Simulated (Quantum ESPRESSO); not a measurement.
# Ir(100), 5 layers: cutoff convergence, part 3 of 4

Aim: how far one choice must go before the vacuum level and the energy of Ir(100), 5 layers stand still, and what it costs.

Quantum ESPRESSO 7.5; plane-wave DFT, PBE, GBRV ultrasoft pseudopotentials.

So far. Step 5 (Ground state: ecutwfc 34 Ry, ecutrho 170 Ry): Counted from each run's own zero (the Fermi level), the vacuum level differs from the first run's by -6 meV. Step 6 (Self-consistent run: ecutwfc 28 Ry, ecutrho 140 Ry): Counted from each run's own zero (the Fermi level), the vacuum level differs from the first run's by -14 meV.

## (7) SCF with pw.x: ecutwfc 22 Ry, ecutrho 110 Ry

c5.in

```
&control
  prefix = 'c5'
  outdir = './out'
  pseudo_dir = './pseudo'
  calculation = 'scf'
  tprnfor = .true.
/
&system
  ibrav = 0
  nat = 5
  ntyp = 1
  ecutwfc = 22
  ecutrho = 110
  occupations = 'smearing'
  smearing = 'mv'
  degauss = 0.02
  assume_isolated = 'esm'
  esm_bc = 'bc1'
/
&electrons
  conv_thr = 1e-07
  mixing_beta = 0.4
  electron_maxstep = 120
  mixing_mode = 'local-TF'
/
ATOMIC_SPECIES
  Ir  192.2170  ir_pbe_v1.2.uspp.F.UPF
CELL_PARAMETERS angstrom
  2.71529003975634 0.00000000000000 0.00000000000000
  0.00000000000000 2.71529003975634 0.00000000000000
  0.00000000000000 0.00000000000000 23.68000000000000
ATOMIC_POSITIONS crystal
  Ir  0.000000000000 0.000000000000 -0.162162162162
  Ir  0.500000000000 0.500000000000 -0.081081081081
  Ir  0.000000000000 0.000000000000 0.000000000000
  Ir  0.500000000000 0.500000000000 0.081081081081
  Ir  0.000000000000 0.000000000000 0.162162162162
K_POINTS automatic
  10 10 1 0 0 0
```

The run is started by

```bash
> OMP_NUM_THREADS=1 mpirun -n 4 pw.x -nk 4 -in c5.in > c5.out
```

Output:

```text
[banner, memory and clock lines left out]
Program PWSCF v.7.5 starts
[...]
Message from routine setup:
[...]
number of electrons       =        75.00
     number of Kohn-Sham states=           46
     kinetic-energy cutoff     =      22.0000  Ry
     charge density cutoff     =     110.0000  Ry
[...]
number of k points=    21  Marzari-Vanderbilt smearing, width (Ry)=  0.0200
[...]
Dense  grid:    23005 G-vectors     FFT dimensions: (  18,  18, 150)
[...]
negative rho (up, down):  1.936E+00 0.000E+00
     Starting wfcs are   60 randomized atomic wfcs
[...]
negative rho (up, down):  1.772E+00 0.000E+00
[...]
estimated scf accuracy    <       7.43845423 Ry
[...]
negative rho (up, down):  1.604E+00 0.000E+00
[...]
estimated scf accuracy    <       2.60498441 Ry
[...]
negative rho (up, down):  1.605E+00 0.000E+00
[...]
estimated scf accuracy    <       0.20631525 Ry
[...]
negative rho (up, down):  1.666E+00 0.000E+00
[...]
estimated scf accuracy    <       0.06268184 Ry
[...]
negative rho (up, down):  1.747E+00 0.000E+00
[...]
estimated scf accuracy    <       0.02936735 Ry
[...]
negative rho (up, down):  1.701E+00 0.000E+00
[...]
estimated scf accuracy    <       0.08731206 Ry
[...]
negative rho (up, down):  1.706E+00 0.000E+00
[...]
estimated scf accuracy    <       0.01474619 Ry
[...]
negative rho (up, down):  1.668E+00 0.000E+00
[...]
estimated scf accuracy    <       0.01642217 Ry
[...]
negative rho (up, down):  1.686E+00 0.000E+00
[...]
estimated scf accuracy    <       0.02006569 Ry
[...]
negative rho (up, down):  1.671E+00 0.000E+00
[...]
estimated scf accuracy    <       0.00201020 Ry
[...]
negative rho (up, down):  1.653E+00 0.000E+00
[...]
estimated scf accuracy    <       0.00681770 Ry
[...]
negative rho (up, down):  1.649E+00 0.000E+00
[...]
estimated scf accuracy    <       0.00062136 Ry
[...]
negative rho (up, down):  1.649E+00 0.000E+00
[...]
estimated scf accuracy    <       0.00003881 Ry
[...]
negative rho (up, down):  1.648E+00 0.000E+00
[...]
estimated scf accuracy    <       0.00009163 Ry
[...]
negative rho (up, down):  1.647E+00 0.000E+00
[...]
estimated scf accuracy    <       0.00001229 Ry
[...]
negative rho (up, down):  1.647E+00 0.000E+00
[...]
estimated scf accuracy    <       0.00001949 Ry
[...]
negative rho (up, down):  1.647E+00 0.000E+00
[...]
estimated scf accuracy    <       0.00000189 Ry
[...]
negative rho (up, down):  1.647E+00 0.000E+00
[...]
estimated scf accuracy    <       0.00000024 Ry
[...]
negative rho (up, down):  1.647E+00 0.000E+00
[...]
the Fermi energy is    -5.5682 ev
!    total energy              =    -908.50733863 Ry
     estimated scf accuracy    <       0.00000007 Ry
     smearing contrib. (-TS)   =       0.00183838 Ry
     internal energy E=F+TS    =    -908.50917701 Ry
[...]
one-electron contribution =   16035.46428064 Ry
     hartree contribution      =   -8029.97276884 Ry
     xc contribution           =    -251.62765378 Ry
     ewald contribution        =   -8662.37303504 Ry
     convergence has been achieved in  19 iterations
     negative rho (up, down):  1.647E+00 0.000E+00
[...]
Total force =     0.080725     Total SCF correction =     0.001707
[...]
```

Wall time 21 s (4 MPI ranks of Arm Neoverse V2, shared host); peak memory 0.34 GiB; 83 s of CPU time.

Read from the output:

- free energy: -12360.8720 eV
- Fermi energy: -5.568 eV
- vacuum line at the lower end of the cell, over the Fermi level: 5.568 eV
- vacuum line at the upper end of the cell, over the Fermi level: 5.568 eV

The program's own clock; routines nest. Time by routine:

```
     routine  wall time (s)  calls
       PWSCF          20.41      1
   electrons          19.71      1
     c_bands          16.56     19
     cegterg           14.4    114
       h_psi           7.03    985
        fftw           4.54  36320
    vloc_psi           4.51    985
     cdiaghg           1.82    979
      calbec           1.69   1123
    sum_band           1.55     19
h_psi:calbec           1.24    985
  add_vuspsi           1.24    985
       s_psi           1.22    985
     mix_rho           1.01     19
```

Counted from each run's own zero (the Fermi level), the vacuum level differs from the first run's by +28 meV.

## (8) Ground state: ecutwfc 18 Ry, ecutrho 90 Ry

c6.in, as its differences from the input of step 7:

```diff
@@ -1,3 +1,3 @@
 &control
-  prefix = 'c5'
+  prefix = 'c6'
   outdir = './out'
@@ -11,4 +11,4 @@
   ntyp = 1
-  ecutwfc = 22
-  ecutrho = 110
+  ecutwfc = 18
+  ecutrho = 90
   occupations = 'smearing'
```

The run is started by

```bash
> OMP_NUM_THREADS=1 mpirun -n 4 pw.x -nk 4 -in c6.in > c6.out
```

Output:

```text
[banner, memory and clock lines left out]
Program PWSCF v.7.5 starts
[...]
Message from routine setup:
[...]
number of electrons       =        75.00
     number of Kohn-Sham states=           46
     kinetic-energy cutoff     =      18.0000  Ry
     charge density cutoff     =      90.0000  Ry
[...]
number of k points=    21  Marzari-Vanderbilt smearing, width (Ry)=  0.0200
[...]
Dense  grid:    16959 G-vectors     FFT dimensions: (  15,  15, 135)
[...]
negative rho (up, down):  1.834E+00 0.000E+00
     Starting wfcs are   60 randomized atomic wfcs
[...]
negative rho (up, down):  1.689E+00 0.000E+00
[...]
estimated scf accuracy    <       9.65570078 Ry
[...]
negative rho (up, down):  1.558E+00 0.000E+00
[...]
estimated scf accuracy    <       3.20925630 Ry
[...]
negative rho (up, down):  1.579E+00 0.000E+00
[...]
estimated scf accuracy    <       0.22867138 Ry
[...]
negative rho (up, down):  1.638E+00 0.000E+00
[...]
estimated scf accuracy    <       0.07173834 Ry
[...]
negative rho (up, down):  1.655E+00 0.000E+00
[...]
estimated scf accuracy    <       0.05894088 Ry
[...]
negative rho (up, down):  1.688E+00 0.000E+00
[...]
estimated scf accuracy    <       0.05047201 Ry
[...]
negative rho (up, down):  1.680E+00 0.000E+00
[...]
estimated scf accuracy    <       0.01359785 Ry
[...]
negative rho (up, down):  1.673E+00 0.000E+00
[...]
estimated scf accuracy    <       0.01161889 Ry
[...]
negative rho (up, down):  1.674E+00 0.000E+00
[...]
estimated scf accuracy    <       0.01135946 Ry
[...]
negative rho (up, down):  1.653E+00 0.000E+00
[...]
estimated scf accuracy    <       0.01256832 Ry
[...]
negative rho (up, down):  1.650E+00 0.000E+00
[...]
estimated scf accuracy    <       0.00678306 Ry
[...]
negative rho (up, down):  1.636E+00 0.000E+00
[...]
estimated scf accuracy    <       0.00545089 Ry
[...]
negative rho (up, down):  1.624E+00 0.000E+00
[...]
estimated scf accuracy    <       0.00272787 Ry
[...]
negative rho (up, down):  1.612E+00 0.000E+00
[...]
estimated scf accuracy    <       0.00089728 Ry
[...]
negative rho (up, down):  1.612E+00 0.000E+00
[...]
estimated scf accuracy    <       0.00010710 Ry
[...]
negative rho (up, down):  1.611E+00 0.000E+00
[...]
estimated scf accuracy    <       0.00060784 Ry
[...]
negative rho (up, down):  1.611E+00 0.000E+00
[...]
estimated scf accuracy    <       0.00010258 Ry
[...]
negative rho (up, down):  1.611E+00 0.000E+00
[...]
estimated scf accuracy    <       0.00002009 Ry
[...]
negative rho (up, down):  1.611E+00 0.000E+00
[...]
estimated scf accuracy    <       0.00000130 Ry
[...]
negative rho (up, down):  1.611E+00 0.000E+00
[...]
estimated scf accuracy    <       0.00000275 Ry
[...]
negative rho (up, down):  1.611E+00 0.000E+00
[...]
estimated scf accuracy    <       0.00000034 Ry
[...]
negative rho (up, down):  1.611E+00 0.000E+00
[...]
estimated scf accuracy    <       0.00000014 Ry
[...]
negative rho (up, down):  1.611E+00 0.000E+00
[...]
the Fermi energy is    -5.7874 ev
!    total energy              =    -907.14322515 Ry
     estimated scf accuracy    <       0.00000004 Ry
     smearing contrib. (-TS)   =       0.00207784 Ry
     internal energy E=F+TS    =    -907.14530299 Ry
[...]
one-electron contribution =   16039.91088996 Ry
     hartree contribution      =   -8033.89983651 Ry
     xc contribution           =    -250.78332139 Ry
     ewald contribution        =   -8662.37303505 Ry
     convergence has been achieved in  23 iterations
     negative rho (up, down):  1.611E+00 0.000E+00
[...]
Total force =     0.069275     Total SCF correction =     0.001834
[...]
```

Run time: 19 s. Hardware: 4 MPI ranks; peak memory 0.31 GiB; 74 s of CPU time.

This step gave:

```
free energy                                                    : -12342.3123 eV
Fermi energy                                                   : -5.787 eV
vacuum line at the lower end of the cell, over the Fermi level : 5.787 eV
vacuum line at the upper end of the cell, over the Fermi level : 5.787 eV
```

The program's own clock; routines nest. Time by routine:

```
     routine  wall time (s)  calls
       PWSCF          17.95      1
   electrons          17.31      1
     c_bands          14.34     23
     cegterg           12.9    138
       h_psi           6.36    989
    vloc_psi           4.13    989
        fftw           4.06  40578
     cdiaghg           1.92    983
    sum_band           1.53     23
      calbec           1.52   1151
  add_vuspsi            1.1    989
h_psi:calbec           1.09    989
       s_psi           1.08    989
     mix_rho           0.95     23
```

Counted from each run's own zero (the Fermi level), the vacuum level differs from the first run's by +247 meV.

## (9) Self-consistent run: ecutwfc 40 Ry, ecutrho 160 Ry

c7.in, as its differences from the input of step 8:

```diff
@@ -1,3 +1,3 @@
 &control
-  prefix = 'c6'
+  prefix = 'c7'
   outdir = './out'
@@ -11,4 +11,4 @@
   ntyp = 1
-  ecutwfc = 18
-  ecutrho = 90
+  ecutwfc = 40
+  ecutrho = 160
   occupations = 'smearing'
```

The run is started by

```bash
> OMP_NUM_THREADS=1 mpirun -n 4 pw.x -nk 4 -in c7.in > c7.out
```

Output:

```text
[banner, memory and clock lines left out]
Program PWSCF v.7.5 starts
[...]
Message from routine setup:
[...]
number of electrons       =        75.00
     number of Kohn-Sham states=           46
     kinetic-energy cutoff     =      40.0000  Ry
     charge density cutoff     =     160.0000  Ry
[...]
number of k points=    21  Marzari-Vanderbilt smearing, width (Ry)=  0.0200
[...]
Dense  grid:    40345 G-vectors     FFT dimensions: (  24,  24, 192)
[...]
negative rho (up, down):  1.828E+00 0.000E+00
     Starting wfcs are   60 randomized atomic wfcs
[...]
negative rho (up, down):  1.676E+00 0.000E+00
[...]
estimated scf accuracy    <       7.13437700 Ry
[...]
negative rho (up, down):  1.534E+00 0.000E+00
[...]
estimated scf accuracy    <       2.40350508 Ry
[...]
negative rho (up, down):  1.520E+00 0.000E+00
[...]
estimated scf accuracy    <       0.29144105 Ry
[...]
negative rho (up, down):  1.577E+00 0.000E+00
[...]
estimated scf accuracy    <       0.07644874 Ry
[...]
negative rho (up, down):  1.652E+00 0.000E+00
[...]
estimated scf accuracy    <       0.03069561 Ry
[...]
negative rho (up, down):  1.616E+00 0.000E+00
[...]
estimated scf accuracy    <       0.08403091 Ry
[...]
negative rho (up, down):  1.617E+00 0.000E+00
[...]
estimated scf accuracy    <       0.00942630 Ry
[...]
negative rho (up, down):  1.609E+00 0.000E+00
[...]
estimated scf accuracy    <       0.01033385 Ry
[...]
negative rho (up, down):  1.589E+00 0.000E+00
[...]
estimated scf accuracy    <       0.03117805 Ry
[...]
negative rho (up, down):  1.567E+00 0.000E+00
[...]
estimated scf accuracy    <       0.03864192 Ry
[...]
negative rho (up, down):  1.563E+00 0.000E+00
[...]
estimated scf accuracy    <       0.04264791 Ry
[...]
negative rho (up, down):  1.559E+00 0.000E+00
[...]
estimated scf accuracy    <       0.03784834 Ry
[...]
negative rho (up, down):  1.565E+00 0.000E+00
[...]
estimated scf accuracy    <       0.00980610 Ry
[...]
negative rho (up, down):  1.566E+00 0.000E+00
[...]
estimated scf accuracy    <       0.00029632 Ry
[...]
negative rho (up, down):  1.565E+00 0.000E+00
[...]
estimated scf accuracy    <       0.00026527 Ry
[...]
negative rho (up, down):  1.566E+00 0.000E+00
[...]
estimated scf accuracy    <       0.00039271 Ry
[...]
negative rho (up, down):  1.566E+00 0.000E+00
[...]
estimated scf accuracy    <       0.00145705 Ry
[...]
negative rho (up, down):  1.566E+00 0.000E+00
[...]
estimated scf accuracy    <       0.00169461 Ry
[...]
negative rho (up, down):  1.566E+00 0.000E+00
[...]
estimated scf accuracy    <       0.00191347 Ry
[...]
negative rho (up, down):  1.566E+00 0.000E+00
[...]
estimated scf accuracy    <       0.00205791 Ry
[...]
negative rho (up, down):  1.565E+00 0.000E+00
[...]
estimated scf accuracy    <       0.00415102 Ry
[...]
negative rho (up, down):  1.570E+00 0.000E+00
[...]
estimated scf accuracy    <       0.00224744 Ry
[...]
negative rho (up, down):  1.563E+00 0.000E+00
[...]
estimated scf accuracy    <       0.01962982 Ry
[...]
negative rho (up, down):  1.563E+00 0.000E+00
[...]
estimated scf accuracy    <       0.00000437 Ry
[...]
negative rho (up, down):  1.563E+00 0.000E+00
[...]
estimated scf accuracy    <       0.00000579 Ry
[...]
negative rho (up, down):  1.563E+00 0.000E+00
[...]
estimated scf accuracy    <       0.00000422 Ry
[...]
negative rho (up, down):  1.563E+00 0.000E+00
[...]
estimated scf accuracy    <       0.00000229 Ry
[...]
negative rho (up, down):  1.563E+00 0.000E+00
[...]
estimated scf accuracy    <       0.00000172 Ry
[...]
negative rho (up, down):  1.563E+00 0.000E+00
[...]
estimated scf accuracy    <       0.00000115 Ry
[...]
negative rho (up, down):  1.563E+00 0.000E+00
[...]
estimated scf accuracy    <       0.00000041 Ry
[...]
negative rho (up, down):  1.563E+00 0.000E+00
[...]
estimated scf accuracy    <       0.00000254 Ry
[...]
negative rho (up, down):  1.563E+00 0.000E+00
[...]
estimated scf accuracy    <       0.00000103 Ry
[...]
negative rho (up, down):  1.563E+00 0.000E+00
[...]
estimated scf accuracy    <       0.00000049 Ry
[...]
negative rho (up, down):  1.563E+00 0.000E+00
[...]
the Fermi energy is    -5.5350 ev
!    total energy              =    -908.69899517 Ry
     estimated scf accuracy    <       0.00000005 Ry
     smearing contrib. (-TS)   =       0.00193277 Ry
     internal energy E=F+TS    =    -908.70092794 Ry
[...]
one-electron contribution =   16034.82842002 Ry
     hartree contribution      =   -8029.37815603 Ry
     xc contribution           =    -251.77815689 Ry
     ewald contribution        =   -8662.37303504 Ry
     convergence has been achieved in  34 iterations
     negative rho (up, down):  1.563E+00 0.000E+00
[...]
Total force =     0.074991     Total SCF correction =     0.001363
[...]
```

The job ended after 1.9 min (4 MPI ranks; peak memory 0.45 GiB; 7.6 min of CPU time).

Numbers from this step:

* free energy: -12363.4797 eV
* Fermi energy: -5.535 eV
* vacuum line at the lower end of the cell, over the Fermi level: 5.535 eV
* vacuum line at the upper end of the cell, over the Fermi level: 5.535 eV

The program's own clock; routines nest. Time by routine:

```
     routine  wall time (s)  calls
       PWSCF          113.8      1
   electrons          112.1      1
     c_bands          91.49     34
     cegterg          81.85    204
       h_psi          52.39   1566
        fftw          42.22  69332
    vloc_psi          40.78   1566
    sum_band          10.04     34
     mix_rho           7.77     34
      calbec           7.55   1794
h_psi:calbec           5.69   1566
  add_vuspsi           5.69   1566
       s_psi           5.61   1566
        ffts           4.66   3785
```

Counted from each run's own zero (the Fermi level), the vacuum level differs from the first run's by -5 meV.

(Part 3 of 4 ends here.)

[Logs are printed without paths, hosts, clocks, repeated set-up lines and the standing remarks that a program may print on its own settings, such as how far it seeks lower states.]

[Hosts, paths, dates, database ids (printed as entryN), source tags and the programs' standing remarks are cut or masked in the printed files.]

[Maps of the electrostatic potential energy from Ansatz leave out the sawtooth potential of an applied field or a dipole correction, so their vacuum need not be flat; planar profiles and work functions include it.]
